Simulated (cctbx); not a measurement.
**What is wrong with this refinement?**

Cell a = 9.1440 Å, b = 9.1440 Å, c = 9.1440 Å, α = 90.00°, β = 90.00°, γ = 90.00°; space group Im-3 (no. 204). The compound is TiCu3Sn4S12.

Simulated single-crystal data (cctbx): Ag Kα, λ = 0.56087 Å, to d = 0.8 Å, 80 % of the full sphere, strongest reflection 40000 counts, noise from counting, a 2 % proportional error and a noise floor of 8 counts (s.d.); no absorption.

An anisotropic refinement with weights 1/σ² prints:

```text
Rint 0.021, 159 unique reflections to 0.80 A
cycle     R1     wR2    GooF  max shift (A)
   1  0.0587  0.1276  11.095   0.00164
   2  0.0265  0.0623   5.411   0.00000
final R1 0.0265 wR2 0.0623 GooF 5.411  parameters 12  data/parameter 13.2
atom        x        y        z      Ueq    occ   su(xyz)  su(Uiso or U11)
Sn1    0.25000  0.75000  0.25000   0.0087  1.000  0.00000  0.0003
Co1    0.00000  0.50000  0.00000   0.0011  1.000  0.00000  0.0007
Ti1    0.00000  0.00000  0.00000   0.0068  1.000  0.00000  0.0008
S1     0.81562  0.50000  0.32907   0.0097  1.000  0.00017  0.0007
difference map: max 2.40 min -0.41 rms 0.22
Q1    0.0000  0.5000  0.5000    6    2.40  0.00 A from Co1
Q2    0.0000  0.0000  0.0000    2    1.03  0.00 A from Ti1
Q3    0.2500  0.2500  0.2500    8    0.71  0.00 A from Sn1
Q4    0.0000  0.1274  0.3686   24    0.25  0.63 A from S1
Q5    0.0000  0.4298  0.2454   24    0.24  1.96 A from S1
Q6    0.0646  0.3927  0.3914   48    0.23  1.52 A from Co1
```

**Question.** Can this result stand? If not, what is the likely fault?

Mend it. The fault: wrong element: Co1 is Cu. Against the right model at the same level, R1 goes from 0.0047 to 0.0265 and GooF from 0.93 to 5.41, U of Co1 shrinks from 0.0070 to 0.0011 Å² and the top difference peak, 2.4 e/Å³, lies on Co1. Co1 has 2 electrons too few and its U shrinks to make up, as expected (near an absorption edge f′ can widen the mismatch well beyond the difference in Z).

The compound is TiCu3Sn4S12. The right model at the same level gives:

```text
Rint 0.021, 159 unique reflections to 0.80 A
cycle     R1     wR2    GooF  max shift (A)
   1  0.0163  0.0453   3.934   0.00005
   2  0.0047  0.0107   0.926   0.00000
final R1 0.0047 wR2 0.0107 GooF 0.926  parameters 12  data/parameter 13.2
atom        x        y        z      Ueq    occ   su(xyz)  su(Uiso or U11)
Sn1    0.25000  0.75000  0.25000   0.0087  1.000  0.00000  0.0001
Cu1    0.00000  0.50000  0.00000   0.0070  1.000  0.00000  0.0001
Ti1    0.00000  0.00000  0.00000   0.0065  1.000  0.00000  0.0001
S1     0.81571  0.50000  0.32922   0.0100  1.000  0.00003  0.0001
difference map: max 0.20 min -0.18 rms 0.05
Q1    0.0000  0.0000  0.0000    2    0.20  0.00 A from Ti1
Q2    0.0000  0.2227  0.1745   24    0.18  1.38 A from S1
Q3    0.0000  0.2652  0.3138   24    0.18  0.86 A from S1
Q4    0.0000  0.4250  0.2362   24    0.17  2.01 A from S1
Q5    0.0000  0.3780  0.0705   24    0.15  1.29 A from Cu1
Q6    0.0000  0.2576  0.0651   24    0.14  1.75 A from S1
```

Isotropic U is held between 0.0001 and 1 Å² by the program, and listed peak heights are interpolated, so they can pass the grid's maximum.

The model was made for the exercise: a known structure type with other elements put in, its volume estimated, not relaxed; displacement parameters are assumed.

[Middle refinement cycles are left out of these outputs.]

[Logs are printed without paths, hosts, clocks, repeated set-up lines and the standing remarks that a program may print on its own settings, such as how far it seeks lower states.]
